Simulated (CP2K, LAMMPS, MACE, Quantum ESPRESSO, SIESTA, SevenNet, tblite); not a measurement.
# Bulk modulus two ways: glassy 68TiO2-32SiO2 (mol %) (84 atoms), QE, PBE

The cell holds 84 atoms (19 Ti, 9 Si and 56 O). Recipe: 84 atoms (19 Ti, 9 Si, 56 O) placed at random at 3.07 g/cm³, melted at 4000 K for 10 ps at fixed volume with the Morse and Coulomb pair potential with partial charges (Pedone, Malavasi, Menziani, Cormack and Segre, J. Phys. Chem. B 110, 11780 (2006)). Quenched from 4000 K to 300 K at 10 K/ps and fixed volume, held 10 ps at zero pressure. Then the atoms were relaxed with SevenNet 0 in the fixed cell.

Calculated with Quantum ESPRESSO 7.5: PBE; plane waves, SSSP efficiency, 60/480 Ry; k-points Γ. The cell is scaled evenly by ±3 % in volume, and SevenNet 0 relaxes the atoms at each volume before the single point.

```
volume (Å³/atom)  energy less the middle row's (meV/atom)  pressure (GPa)
          13.083                                    7.810           3.451
          13.487                                    0.000           1.470
          13.892                                   -2.664          -0.517
```

**Question.** Find the bulk modulus at the middle volume from the pressures and from the energies, and check the printed pressure against the slope of the energy (1 meV/Å³ = 0.16022 GPa).

Worked:

The step is h = 0.4046 Å³. From pressures: B = −V dP/dV = 13.487 × (3.451 − (-0.517)) / (2 × 0.4046) = 66.1 GPa.

From energies: B = V d²E/dV² = 13.487 × (7.810 + (-2.664)) / 0.4046² = 423.9 meV/Å³ = 67.9 GPa.

Slope: P = −dE/dV = −(-2.664 − (7.810)) / (2 × 0.4046) = 12.9 meV/Å³ = 2.07 GPa, against 1.47 GPa printed.

The two moduli agree within 3 %.

A central difference over ±3 % overstates P by about B(1 + B′)(0.03)²/6, some 0.05 GPa for B′ = 4, which is small against the gap found. The atoms follow SevenNet 0, so this level's forces do work along the path, which enters the energies but not the printed pressures. A stress printed at a finite cutoff holds the number of plane waves fixed and tends to come out low, which is the sign found here.

Limits: three points, a static cell at zero temperature, the cell shape held; the modulus is that at 1.5 GPa, not at zero pressure.

[Logs are printed without paths, hosts, clocks, repeated set-up lines and the standing remarks that a program may print on its own settings, such as how far it seeks lower states.]

[Hosts, paths, dates, database ids (printed as entryN), source tags and the programs' standing remarks are cut or masked in the printed files.]
